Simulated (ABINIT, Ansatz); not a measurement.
**InP (F-43m): G0W0 on several meshes in ABINIT**

How does the mesh move the gap of InP (F-43m)?

Method: PBE and many-body steps on it, plane waves, in ABINIT 10.8.3.

Report form: the programs' logs are mostly left out.

## Step 1: Set-up

It takes space group F-43m (No. 216, cubic). Conventional cell: a = 5.869 Å, b = 5.869 Å, c = 5.869 Å, α = 90.00°, β = 90.00°, γ = 90.00°. Nearest to In lie 4 P at 2.54 Å. P has 4 In at 2.54 Å nearest. Farther neighbours are not listed.

The cell and positions come from the Crystallography Open Database and are kept as given unless a step says otherwise.

## Step 2: Empty states on the mesh, 4×4×4 mesh, 345 bands

This step: ABINIT 10.8.3; DFT, PBE, plane waves, norm-conserving pseudopotentials.

The sums over transitions need many empty states on a uniform mesh; this step solves for them.

Input file run.abi:

```
acell 3*1.0 Angstrom
rprim 
  -0.000000000000 2.934350000000 2.934350000000
  2.934350000000 -0.000000000000 2.934350000000
  2.934350000000 2.934350000000 -0.000000000000
ntypat 2
znucl 49 15
natom 2
typat 1 2
xred 
  0.000000000000 0.000000000000 0.000000000000
  0.250000000000 0.250000000000 0.250000000000
pp_dirpath "pseudos"
pseudos "In.upf, P.upf"
ecut 33
ngkpt 4 4 4
nshiftk 1
shiftk 0 0 0
kptopt 1
chksymbreak 0
irdden 1
istwfk *1
nband 345
prtvol 0
optdriver 6
gwr_task "HDIAGO"
paral_kgb 0
occopt 1
indata_prefix "in"
outdata_prefix "out"
tmpdata_prefix "tmp"
```

The run is started by

```console
$ OMP_NUM_THREADS=1 mpirun -n 8 abinit run.abi > log
```

It took 30 s on 8 MPI ranks of Intel Xeon Platinum 8259CL at 2.50GHz (Skylake/Cascade Lake), shared host; peak memory 4.7 GiB; 4 min of CPU time.

Numbers from this step:

- gap: 0.6876 eV
- k of the valence top: 0, 0, 0
- k of the conduction bottom: 0, 0, 0
- least direct gap: 0.6876 eV
- k points computed: 8
- lowest point of the top converged band, above the valence top: 189.0861 eV

On this mesh the gap is 0.688 eV.

The density comes from a self-consistent run that is not shown.

## Step 3: Screening, 4×4×4 mesh, 145 bands, screening to 176.9 eV

The RPA dielectric matrix is built and inverted for each q.

This step: RPA screening on PBE, plane waves, norm-conserving pseudopotentials.

run.abi: that of step 2 with these lines changed.

```diff
@@ -20,10 +20,11 @@
 chksymbreak 0
-irdden 1
 istwfk *1
-nband 345
-prtvol 0
-optdriver 6
-gwr_task "HDIAGO"
-paral_kgb 0
 occopt 1
+irdwfk 1
+optdriver 3
+nband 145
+ecuteps 6.5
+inclvkb 2
+awtr 1
+symchi 1
 indata_prefix "in"
```

The job ended after 37 s (8 MPI ranks; peak memory 1.6 GiB).

This step gave:

* ε∞ with local fields, on this mesh, along the program's q direction: 47.20
* the same without local fields: 49.81
* plasma frequency: 26.64 eV
* plane waves in the screening matrix: 283

Local fields lower ε∞ by 5 %. On a Γ-centred mesh this coarse the value itself is usually too large, while a short band sum pulls it down.

## Step 4: 4×4×4

The self-energy is evaluated for the states that the input lists, and the levels follow from it, in one-shot runs by the linearised quasiparticle equation.

This step: G0W0 on PBE, plane waves, norm-conserving pseudopotentials.

run.abi: that of step 3 with these lines changed.

```diff
@@ -23,8 +23,15 @@
 irdwfk 1
-optdriver 3
+optdriver 4
 nband 145
+gwcalctyp 0
+ecutsigx 33
+symsigma 1
+nkptgw 1
+kptgw 
+  0.0000000000 0.0000000000 0.0000000000
+bdgw 
+  11 17
 ecuteps 6.5
-inclvkb 2
-awtr 1
-symchi 1
+irdscr 1
+ppmodel 1
 indata_prefix "in"
```

It took 9 s on 8 MPI ranks; peak memory 1.3 GiB.

This step gave:

```yaml
g0w0_gap_on_the_points_computed: 1.348 eV
starting_gap_on_the_mesh: 0.6876 eV
k_of_the_valence_top: 0, 0, 0
k_of_the_conduction_bottom: 0, 0, 0
z_at_the_valence_top: 0.775
z_at_the_conduction_bottom: 0.79
least_direct_g0w0_gap_on_the_computed_points: 1.348 eV
```

The gap on the mesh goes from 0.69 eV to 1.35 eV, a correction of +0.66 eV.

## Step 5: Empty states on the mesh, 6×6×6 mesh, 153 bands

This step: DFT, PBE, plane waves, norm-conserving pseudopotentials.

run.abi: that of step 4 with these lines changed.

```diff
@@ -15,3 +15,3 @@
 ecut 33
-ngkpt 4 4 4
+ngkpt 6 6 6
 nshiftk 1
@@ -20,18 +20,10 @@
 chksymbreak 0
+irdden 1
 istwfk *1
+nband 153
+prtvol 0
+optdriver 6
+gwr_task "HDIAGO"
+paral_kgb 0
 occopt 1
-irdwfk 1
-optdriver 4
-nband 145
-gwcalctyp 0
-ecutsigx 33
-symsigma 1
-nkptgw 1
-kptgw 
-  0.0000000000 0.0000000000 0.0000000000
-bdgw 
-  11 17
-ecuteps 6.5
-irdscr 1
-ppmodel 1
 indata_prefix "in"
```

It took 56 s on 8 MPI ranks; peak memory 4.6 GiB; 7.5 min of CPU time.

Numbers from this step:

- gap: 0.6876 eV
- k of the valence top: 0, 0, 0
- k of the conduction bottom: 0, 0, 0
- least direct gap: 0.6876 eV
- k points computed: 16
- lowest point of the top converged band, above the valence top: 98.7597 eV

On this mesh the gap is 0.688 eV.

## Step 6: Screening, 6×6×6 mesh, 145 bands, screening to 176.9 eV

This step: RPA screening on PBE, plane waves, norm-conserving pseudopotentials.

run.abi: that of step 5 with these lines changed.

```diff
@@ -20,10 +20,11 @@
 chksymbreak 0
-irdden 1
 istwfk *1
-nband 153
-prtvol 0
-optdriver 6
-gwr_task "HDIAGO"
-paral_kgb 0
 occopt 1
+irdwfk 1
+optdriver 3
+nband 145
+ecuteps 6.5
+inclvkb 2
+awtr 1
+symchi 1
 indata_prefix "in"
```

It took 4.2 min on 8 MPI ranks; peak memory 2.7 GiB; 34 min of CPU time.

Numbers from this step:

```yaml
eps_infinity_with_local_fields_on_this_mesh_along_the_program_s_q_direction: 21.20
the_same_without_local_fields: 22.45
plasma_frequency: 26.64 eV
plane_waves_in_the_screening_matrix: 283
```

## Step 7: 6×6×6

This step: G0W0 on PBE, plane waves, norm-conserving pseudopotentials.

run.abi: that of step 6 with these lines changed.

```diff
@@ -23,8 +23,15 @@
 irdwfk 1
-optdriver 3
+optdriver 4
 nband 145
+gwcalctyp 0
+ecutsigx 33
+symsigma 1
+nkptgw 1
+kptgw 
+  0.0000000000 0.0000000000 0.0000000000
+bdgw 
+  11 17
 ecuteps 6.5
-inclvkb 2
-awtr 1
-symchi 1
+irdscr 1
+ppmodel 1
 indata_prefix "in"
```

The job ended after 15 s (8 MPI ranks; peak memory 2.3 GiB).

Numbers from this step:

| Property | Result |
| --- | --- |
| G0W0 gap on the points computed | 1.364 eV |
| starting gap on the mesh | 0.6876 eV |
| k of the valence top | 0, 0, 0 |
| k of the conduction bottom | 0, 0, 0 |
| Z at the valence top | 0.776 |
| Z at the conduction bottom | 0.792 |
| least direct G0W0 gap on the computed points | 1.364 eV |

Against G0W0 in ABINIT (4×4×4 mesh, 145 bands, screening to 176.9 eV, Godby-Needs plasmon pole), the gap moves by +0.016 eV.

## Step 8: Side by side

Times are wall times on 8 MPI ranks of Intel Xeon Platinum 8259CL at 2.50GHz (Skylake/Cascade Lake), shared host, good to a factor of about two. A run's time includes the screening step that it read.

```tsv
run	mesh	bands	screening cutoff (eV)	DFT gap (eV)	gap on the mesh (eV)	direct (eV)	ε∞ used	time
4×4×4	4×4×4	145	176.9	0.688	1.348	1.348	47.20	46 s
6×6×6	6×6×6	145	176.9	0.688	1.364	1.364	21.20	4.4 min
```

## Step 9: Summary of results

- 4×4×4: 1.348 eV
- 6×6×6: 1.364 eV
- known limits: not at the basis limit; mesh may overstate the screening; no spin-orbit coupling; coarse k mesh

6×6×6: +0.016 eV against 4×4×4. Bands and cutoff are finite, so the gap is not at the basis limit. The miss can reach some tenths of an eV and take either sign; the mesh is an error of its own. In the first G0W0 run levels were corrected at 1 k point alone, so a gap called «on the mesh» is the least over those, and an edge elsewhere would be missed. The 4×4×4 mesh is coarse for this cell, which bears on the long-range parts of exchange and screening. For the PBE start: The RPA ε∞ on this mesh reaches over 25; with a narrow direct gap a coarse mesh can overstate it, and the correction is then too small. The many-body steps are scalar-relativistic: spin-orbit coupling is not in them.

[Paths, hosts, dates, memory and timing lines, banners, echoed tables and standing remarks are left out of the program output.]

[Logs are printed without paths, hosts, clocks, repeated set-up lines and the standing remarks that a program may print on its own settings, such as how far it seeks lower states.]

[Runs of the session that timed out or met a known fault of the program may be left out.]

[No measured gap is set beside runs whose start may be inverted or whose files or cutoffs have a known fault.]

[Hosts, paths, dates, database ids (printed as entryN), source tags and the programs' standing remarks are cut or masked in the printed files.]

[G0W0 gaps are taken among the corrected bands and points alone; a level outside them can change the order at an edge.]

[Where Ansatz stands beside ABINIT at settings called matched, ABINIT's density can come from a denser mesh and the files from another edition; pairs whose starting gaps differed by over 0.03 eV were left out, so agreement reads better than it is.]
